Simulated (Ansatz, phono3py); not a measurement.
# Phonon transport in GaP (F-43m), part 2 of 3

Aim: the lattice thermal conductivity of GaP against temperature, and which phonons carry it.

Measurements to reproduce:
- thermal conductivity 100 W/m/K near room temperature (given in “Combining the AFLOW GIBBS and Elastic Libraries to efficiently and robustly screen thermo-mechanical properties of solids”, 2017, arXiv:1611.05714)

Ansatz 0.2.0; DFT LDA, scalar-relativistic, plane waves, PAW; PAW set soft_1.

So far, gap on the k-mesh (eV): step 2 (a first coarse run) 1.49; step 3 (finding the static equilibrium) 1.43; step 4 (tight relaxation) 1.39. The relaxed cell has a = 5.391 Å (conventional setting).

## (5) A cheap rung, third order supercell 2×2×2, atoms in the supercell 16

A small supercell and a short cutoff cost little, and show how far such settings carry.

input.yaml reads:

```yaml
crystal:
  lattice:
    - [0.0, 2.6957056718, 2.6957056718]
    - [2.6957056718, 0.0, 2.6957056718]
    - [2.6957056718, 2.6957056718, 0.0]
  atoms:
    - { symbol: Ga, position: [0.0, 0.0, 0.0] }
    - { symbol: P, position: [0.25, 0.25, 0.25] }
kpoints:
  mp_grid: { grid: [6, 6, 6] }
hamiltonian:
  xc: lda
  pseudopotentials: { kind: paw, azcp: { folder: soft_1 }, xc_functional: pbe }
scf:
  occupations: { method: fixed }
  lower_state_search: "off"
output:
  eigenvalues: true
phonons:
  method: fd
  dielectric: true
  supercell: [2, 2, 2]
  temperatures: { t_max: 1000, t_step: 50 }
  qpath:
    path:
      - [[0.0, 0.0, 0.0], [-0.5, -0.5, 0.0], [-0.375, -0.375, 0.25]]
      - [[-0.375, 0.0, 0.375], [0.0, 0.0, 0.0], [0.0, 0.0, 0.5], [-0.5, -0.25, 0.25], [-0.5, -0.5, 0.0]]
    npoints: 10
  third_order: { supercell: [2, 2, 2], pair_cutoff: 2.485 }
  lattice_thermal_conductivity:
    qmesh: [11, 11, 11]
    temperatures: [100.0, 150.0, 200.0, 300.0, 400.0, 500.0, 600.0, 800.0]
    isotope_mass_variance: [{ species: Ga, variance: 0.0001971 }, { species: P, variance: 0.0 }]
```

The run is started by

```bash
> ansatz run input.yaml --threads 8 --pin off --max-ram 19456MiB --backend cpu --events-out ev --progress --plain --runs-dir out
```

Numbers of over 12 decimals in the logs are rounded to 6 here.

The program printed:

```text
Warning: phonons: the dynamical matrix that this run interpolates holds no multipole term above the dipole-dipole one, and a site of this crystal is no centre of inversion, so its interpolated transverse optical and acoustic branches and sound speeds can stay off near Gamma, and the density of states and the thermodynamics with them. What a run solves at a wave vector of phonons.qpoints, Gamma apart, where the deck admits one, is free of this, and under fd what a larger phonons.supercell samples
Warning: phonons.dielectric: true without phonons.rigid_motions: the static dielectric tensor ε⁰ will be withheld (ε∞, Z* and the rows of modes are given); for a crystal or a slab, whose only rigid motions are the translations, set phonons.rigid_motions: translations
[...]
Crystal: 16 atoms, lattice volume = 313.428 Å³
Basis set: ecut = 420 eV, 6183 PW (Γ)
Bands: 88, of which v1, the nominal top of the filled ones, is band 72 counted from 1 (71 counted from 0)
Symmetry: 192 space group operations
k-points: 4 of 27 (time reversal used)
[...]
SCF iter   1: F=—  HF=-35470.034874 eV  |F-HF|=—  |Δ(HF+E_count)|=         —  Δρ=2.41e-8  dr2=7.21e-13  ethr=1.00e-12  ⟨swp⟩=3.0  Hψ=906  notcnv=0
[...]
SCF iter   2: F=-35470.034874 eV  HF=-35470.034874 eV  |F-HF|=7.28e-12  |Δ(HF+E_count)|=  1.46e-11  Δρ=1.64e-8  dr2=3.29e-13  ethr=1.00e-12  ⟨swp⟩=3.0  Hψ=906  notcnv=0
SCF 1 converged in 2 iterations: F = -35470.034874 eV  dr2 = 3.29e-13
[...]
Crystal: 2 atoms, lattice volume = 39.178 Å³
Basis set: ecut = 420 eV, 749 PW (Γ), exchange–correlation on 54×54×54 points (8 copies of the dense FFT grid, shifted against one another)
Bands: 13, of which v1, the nominal top of the filled ones, is band 9 counted from 1 (8 counted from 0)
Symmetry: 24 space group operations
k-points: 46 of 216 (irreducible under 4 space group operations, time reversal used)
[...]
SCF iter   5: F=-4433.754360 eV  HF=-4433.754360 eV  |F-HF|=2.27e-11  |Δ(HF+E_count)|=  9.09e-12  Δρ=5.38e-7  dr2=6.50e-11  ethr=1.00e-12  ⟨swp⟩=1.1  Hψ=792  notcnv=0
SCF 2 converged in 5 iterations: F = -4433.754360 eV  dr2 = 6.50e-11
[...]
NSCF: frozen V_eff on 2 k-points
DFPT response loops at Γ: preconditioner auto → none (the input reference at scf.mixing.eps_inf says where Resta's filter doesn't serve); β = 0.50; Broyden in place of MSR1
── the response to a field inside a basis, on 8×8×8 k-points: an SCF that follows is theirs, and a resumed run solves both again ──
Bands: 10, of which v1, the nominal top of the filled ones, is band 9 counted from 1 (8 counted from 0)
k-points: 60
[...]
Eigensolver: Dense (60 Hₖ)
SCF iter   1: F=—  HF=-4433.772254 eV  |F-HF|=—  |Δ(HF+E_count)|=         —  Δρ=4.63e-4  dr2=1.27e-4  ethr=1.00e-1
[...]
SCF iter   5: F=-4433.772211 eV  HF=-4433.772211 eV  |F-HF|=9.09e-12  |Δ(HF+E_count)|=   9.14e-8  Δρ=3.87e-6  dr2=2.63e-9  ethr=6.95e-10
SCF 1 converged in 5 iterations: F = -4433.772211 eV  dr2 = 2.63e-9
[...]
Symmetry: 2 space group operations
k-points: 10 of 27 (time reversal used)
[...]
SCF iter   8: F=-35470.034838 eV  HF=-35470.034838 eV  |F-HF|=0.00e0  |Δ(HF+E_count)|=  1.46e-11  Δρ=1.90e-8  dr2=1.11e-12  ethr=1.00e-12  ⟨swp⟩=7.0  Hψ=4107  notcnv=0
SCF 2 converged in 8 iterations: F = -35470.034838 eV  dr2 = 1.11e-12
[...]
SCF iter   7: F=-35470.034835 eV  HF=-35470.034835 eV  |F-HF|=7.28e-12  |Δ(HF+E_count)|=  5.82e-11  Δρ=4.09e-8  dr2=5.93e-12  ethr=1.00e-12  ⟨swp⟩=6.2  Hψ=4588  notcnv=0
SCF 3 converged in 7 iterations: F = -35470.034835 eV  dr2 = 5.93e-12
[...]
SCF iter   3: F=-35470.034874 eV  HF=-35470.034874 eV  |F-HF|=5.82e-11  |Δ(HF+E_count)|=  3.64e-11  Δρ=9.69e-8  dr2=4.64e-11  ethr=1.00e-12  ⟨swp⟩=2.2  Hψ=1026  notcnv=0
SCF 4 converged in 3 iterations: F = -35470.034874 eV  dr2 = 4.64e-11
Symmetry: 48 space group operations
k-points: 6 of 27 (time reversal used)
[...]
SCF iter   3: F=-35470.034874 eV  HF=-35470.034874 eV  |F-HF|=9.46e-11  |Δ(HF+E_count)|=  4.37e-11  Δρ=1.58e-7  dr2=1.07e-10  ethr=1.00e-12  ⟨swp⟩=2.2  Hψ=1514  notcnv=0
SCF 5 converged in 3 iterations: F = -35470.034874 eV  dr2 = 1.07e-10
Symmetry: 6 space group operations
[...]
SCF iter   8: F=-35470.029582 eV  HF=-35470.029582 eV  |F-HF|=1.96e-10  |Δ(HF+E_count)|=  1.67e-10  Δρ=2.48e-7  dr2=1.71e-10  ethr=1.00e-12  ⟨swp⟩=5.2  Hψ=1987  notcnv=0
SCF 6 converged in 8 iterations: F = -35470.029582 eV  dr2 = 1.71e-10
[...]
SCF 7 converged in 9 iterations: F = -35470.018248 eV  dr2 = 1.27e-10
[...]
SCF iter   6: F=—  HF=-35470.029068 eV  |F-HF|=—  |Δ(HF+E_count)|=   5.18e-8  Δρ=1.88e-6  dr2=1.24e-8  ethr=5.59e-11  ⟨swp⟩=2.0  Hψ=914  notcnv=0  defer=80
SCF iter   7: F=-35470.029068 eV  HF=-35470.029068 eV  |F-HF|=9.46e-11  |Δ(HF+E_count)|=   1.16e-9  Δρ=4.69e-7  dr2=8.11e-10  ethr=1.00e-12  ⟨swp⟩=4.2  Hψ=2240  notcnv=0
SCF 33 converged in 7 iterations: F = -35470.029068 eV  dr2 = 8.11e-10
[...]
SCF iter   8: F=-35470.020094 eV  HF=-35470.020094 eV  |F-HF|=5.09e-11  |Δ(HF+E_count)|=  1.60e-10  Δρ=2.02e-7  dr2=1.50e-10  ethr=1.00e-12  ⟨swp⟩=5.4  Hψ=3216  notcnv=0
SCF 34 converged in 8 iterations: F = -35470.020094 eV  dr2 = 1.50e-10
[...]
SCF iter   8: F=-35470.027569 eV  HF=-35470.027569 eV  |F-HF|=1.60e-10  |Δ(HF+E_count)|=  4.37e-11  Δρ=2.45e-7  dr2=1.80e-10  ethr=1.00e-12  ⟨swp⟩=5.1  Hψ=3258  notcnv=0
SCF 35 converged in 8 iterations: F = -35470.027569 eV  dr2 = 1.80e-10
[...]
SCF iter   7: F=-35470.030220 eV  HF=-35470.030220 eV  |F-HF|=2.18e-11  |Δ(HF+E_count)|=   1.27e-9  Δρ=3.84e-7  dr2=5.78e-10  ethr=1.00e-12  ⟨swp⟩=4.2  Hψ=3700  notcnv=0
SCF 36 converged in 7 iterations: F = -35470.030220 eV  dr2 = 5.78e-10
[...]
SCF iter   8: F=-35470.016627 eV  HF=-35470.016627 eV  |F-HF|=5.82e-11  |Δ(HF+E_count)|=  1.38e-10  Δρ=1.80e-7  dr2=1.44e-10  ethr=1.00e-12  ⟨swp⟩=5.0  Hψ=3233  notcnv=0
SCF 37 converged in 8 iterations: F = -35470.016627 eV  dr2 = 1.44e-10
[...]
SCF iter   8: F=-35470.022547 eV  HF=-35470.022547 eV  |F-HF|=1.46e-10  |Δ(HF+E_count)|=    0.00e0  Δρ=2.51e-7  dr2=1.96e-10  ethr=1.00e-12  ⟨swp⟩=5.2  Hψ=4588  notcnv=0
SCF 38 converged in 8 iterations: F = -35470.022547 eV  dr2 = 1.96e-10
[...]
SCF iter   8: F=-35470.025388 eV  HF=-35470.025388 eV  |F-HF|=1.46e-10  |Δ(HF+E_count)|=  1.38e-10  Δρ=2.36e-7  dr2=1.77e-10  ethr=1.00e-12  ⟨swp⟩=5.4  Hψ=4597  notcnv=0
SCF 39 converged in 8 iterations: F = -35470.025388 eV  dr2 = 1.77e-10
[...]
SCF iter   8: F=-35470.024619 eV  HF=-35470.024619 eV  |F-HF|=3.64e-10  |Δ(HF+E_count)|=  8.73e-11  Δρ=3.05e-7  dr2=3.24e-10  ethr=1.00e-12  ⟨swp⟩=5.0  Hψ=3325  notcnv=0
SCF 40 converged in 8 iterations: F = -35470.024619 eV  dr2 = 3.24e-10
[...]
SCF iter   8: F=-35470.023379 eV  HF=-35470.023379 eV  |F-HF|=5.09e-11  |Δ(HF+E_count)|=  1.96e-10  Δρ=1.92e-7  dr2=1.37e-10  ethr=1.00e-12  ⟨swp⟩=5.3  Hψ=3207  notcnv=0
SCF 41 converged in 8 iterations: F = -35470.023379 eV  dr2 = 1.37e-10
SCF converged after 2 iterations
Free energy (F): -35470.034874 eV
[...]
Internal energy: -35470.034874 eV  (E = F + TS)
E sigma→0 (E₀):  -35470.034874 eV
Fermi energy:    7.253306 eV
[...]
--- Band table (eV) ---
  k-point 0: bands = [... 68 lower, 6.0733, 7.2533, 7.2533, 7.2533, 8.6780, 8.6780, 8.6780, 8.8510, ... 12 higher]
  k-point 1: bands = [... 68 lower, 6.2935, 6.2935, 6.8564, 6.8564, 9.0825, 9.1219, 9.1219, 9.1219, ... 12 higher]
  k-point 2: bands = [... 68 lower, 6.0032, 6.0032, 6.1836, 6.1836, 8.8123, 9.8963, 10.0119, 10.1692, ... 12 higher]
  k-point 3: bands = [... 68 lower, 5.3499, 5.6016, 5.6016, 6.7112, 9.6009, 9.9446, 9.9446, 10.4836, ... 12 higher]
--- Phonons: 2 displaced members + reference (amplitude 0.0025 Å, Σ member SCF iterations 15) ---
  symmetry images taken by strict's conditions (phonons.symmetry_images: auto; settled by the asymmetry read); asymmetry of the core-correction force 1.9e-7 eV/Å at the most on a site, 2.0e-6 eV/Å summed over every site of the supercell
  ASR residual: 2.114e-4 → 0.000e0 eV/Å²; symmetrization residual: 3.535e-5 eV/Å²
  largest component of a force at the reference: 2.2e-16 eV/Å
  ASR residual per site (eV/Å²): 2.11e-4 5.89e-5
  Γ frequencies (cm⁻¹): 0.00 0.00 0.00 365.45 365.45 365.45
  Unit cell's response to a homogeneous field: 3 representative field directions (Σ response iterations 15)
  ε∞ (high-frequency dielectric tensor):
       10.636198     0.000000    -0.000000
        0.000000    10.636198     0.000000
       -0.000000     0.000000    10.636198
  ε⁰ (static dielectric tensor): not given — the deck does not say what the cell's rigid motions are, and on a molecule in a box or a wire the rigid rotations would enter the sum over the modes at Γ. For a crystal or a slab, whose only rigid motions are the translations, set phonons.rigid_motions: translations.
  Born effective charges Z* (e; rows j = field, columns β = displacement):
    site 0:
         2.04660   -0.00000    0.00000
         0.00000    2.04660    0.00000
        -0.00000    0.00000    2.04660
    site 1:
        -2.04660    0.00000   -0.00000
        -0.00000   -2.04660   -0.00000
         0.00000   -0.00000   -2.04660
  Z* charge neutrality: 3.505e-4 e pre-enforcement
  solved inside a basis spanned on the 6×6×6 k-mesh, on 8×8×8 k-points transformed towards the longest dipole: ε∞ is read to err by 3.0e-2, Z* by 1.4e-2 e; Z* is corrected for what the basis lacks
  optical modes at Γ without the LO–TO term, one row a degenerate level:
      ω (cm⁻¹)  modes    IR ((D/Å)²/amu)
        365.45      3            13.5174
  optical modes at Γ + LO–TO along q̂ = [1.0000, 0.0000, 0.0000]:
      ω (cm⁻¹)  modes    IR ((D/Å)²/amu)
        365.45      2             9.0116
        395.75      1             4.5058
  optical modes at Γ + LO–TO along q̂ = [0.0000, 1.0000, 0.0000]:
      ω (cm⁻¹)  modes    IR ((D/Å)²/amu)
        365.45      2             9.0116
        395.75      1             4.5058
  optical modes at Γ + LO–TO along q̂ = [0.0000, 0.0000, 1.0000]:
      ω (cm⁻¹)  modes    IR ((D/Å)²/amu)
        365.45      2             9.0116
        395.75      1             4.5058
  density of states and harmonic sums: on the 20×20×20 q-mesh, interpolated from the force constants of a 2×2×2 supercell (with the dipole–dipole term)
  largest difference from the sums on the solved wave vectors: F 5.85e-2 eV, S 9.09e-5 and C_V 3.22e-5 eV/K
  zero-point energy: 0.093002 eV/cell   skipped modes (ω ≤ 0): 3   left out of the sums: 6.25e-5 of the cell's modes: C_V's classical limit lies that fraction below 3 k_B per atom; for a crystal, a wire or a layer, F and S can be off by more, and a phonons.interpolated_qmesh denser along its periods is the remedy for the sampling
--- Third-order force constants: 36 member SCFs in a 2×2×2 supercell (pair cutoff 2.485 Å, amplitude 0.03 Å, SCF threshold 1.00e-9 eV, Σ member SCF iterations 286) ---
[...]
26 force-constant blocks with the first atom in the home cell, fitted with 10 parameters over 4 symmetry orbits; no atom triplet left out
  sum-rule residual: 5.071e-1 → 1.868e-14 eV/Å³; symmetrization residual: 1.707e-2 eV/Å³; largest sum-rule correction relative to its orbit: 5.637e-2, on the orbit of the block of home site 0 with site 1 of cell (-1, 0, 0) and site 0 of cell (0, 0, 0), whose norm before the correction was 3.188e1 eV/Å³
--- Lattice thermal conductivity: 11×11×11 mesh (56 irreducible points), tetrahedron method ---
  three-phonon and isotope scattering only; four-phonon, boundary and, in a metal, phonon-electron scattering are left out
  each conductivity is what the modes' populations carry and what the coherences between them add
  conductivity (a third of the tensor's trace), W/(m K), in the relaxation-time approximation and from the full solution:
       T (K)   relaxation time   full solution  iterations             ending  least Ritz value
      100.00          183.5172        187.3898           7          converged          7.318e-1
      150.00          127.7162        129.3569           7          converged          7.205e-1
      200.00           97.8997         98.9839           7          converged          7.141e-1
      300.00           66.9893         67.7177           7          converged          7.068e-1
      400.00           51.0350         51.6114           7          converged          7.027e-1
      500.00           41.2594         41.7421           7          converged          7.001e-1
      600.00           34.6442         35.0608           7          converged          6.983e-1
      800.00           26.2514         26.5796           7          converged          6.959e-1
```

Elapsed: 2.4 min, on 8 threads of Arm Neoverse V1, shared host; peak memory 1.4 GiB; 19 min of CPU time.

Numbers from this step:

- Γ frequencies: 0, 0, 0, 365.4, 365.4, 365.4 cm⁻¹ (negative: imaginary)
- lowest frequency on the path: 0 cm⁻¹
- zero-point energy: 0.09300 eV/cell
- point group: -43m
- highest frequency: 395.8 cm⁻¹
- Debye temperature from the second moment: 518 K
- κ at 300 K (relaxation time): 66.99 W/m/K
- κ at 300 K (full solution): 67.72 W/m/K
- dipole term: run
- mean free path at half of κ: 187 nm
- share of κ above the three lowest branches: 0.007
- third-order blocks: 26
- periodic aliases dropped: 0
- largest relative sum-rule correction: 0.05637
- displaced cells, third order: 36

W/m/K. Kappa, by row:

| T (K) | RTA xx | RTA yy | RTA zz | full xx | full yy | full zz | coherence part xx | coherence part yy | coherence part zz | ending | iterations | least Ritz value |
| --- | --- | --- | --- | --- | --- | --- | --- | --- | --- | --- | --- | --- |
| 100 | 183.5 | 183.5 | 183.5 | 187.4 | 187.4 | 187.4 | 0.002396 | 0.002396 | 0.002396 | converged | 7 | 0.732 |
| 150 | 127.7 | 127.7 | 127.7 | 129.4 | 129.4 | 129.4 | 0.005523 | 0.005523 | 0.005523 | converged | 7 | 0.721 |
| 200 | 97.9 | 97.9 | 97.9 | 98.98 | 98.98 | 98.98 | 0.00849 | 0.00849 | 0.00849 | converged | 7 | 0.714 |
| 300 | 66.99 | 66.99 | 66.99 | 67.72 | 67.72 | 67.72 | 0.01336 | 0.01336 | 0.01336 | converged | 7 | 0.707 |
| 400 | 51.03 | 51.03 | 51.03 | 51.61 | 51.61 | 51.61 | 0.01739 | 0.01739 | 0.01739 | converged | 7 | 0.703 |
| 500 | 41.26 | 41.26 | 41.26 | 41.74 | 41.74 | 41.74 | 0.02102 | 0.02102 | 0.02102 | converged | 7 | 0.7 |
| 600 | 34.64 | 34.64 | 34.64 | 35.06 | 35.06 | 35.06 | 0.02444 | 0.02444 | 0.02444 | converged | 7 | 0.698 |
| 800 | 26.25 | 26.25 | 26.25 | 26.58 | 26.58 | 26.58 | 0.03096 | 0.03096 | 0.03096 | converged | 7 | 0.696 |

This rung gives 67.0 W/(m K) at 300 K by relaxation time, but with 16 atoms, 1 neighbour distance inside the cutoff and a 11×11×11 mesh it is a test, not the conductivity of the crystal.

[end of part 2 of 3]

[Logs are printed without paths, hosts, clocks, repeated set-up lines and the standing remarks that a program may print on its own settings, such as how far it seeks lower states.]

[Hosts, paths, dates, database ids (printed as entryN), source tags and the programs' standing remarks are cut or masked in the printed files.]

[A step with changed settings may run another functional than the one named; its input shows which.]
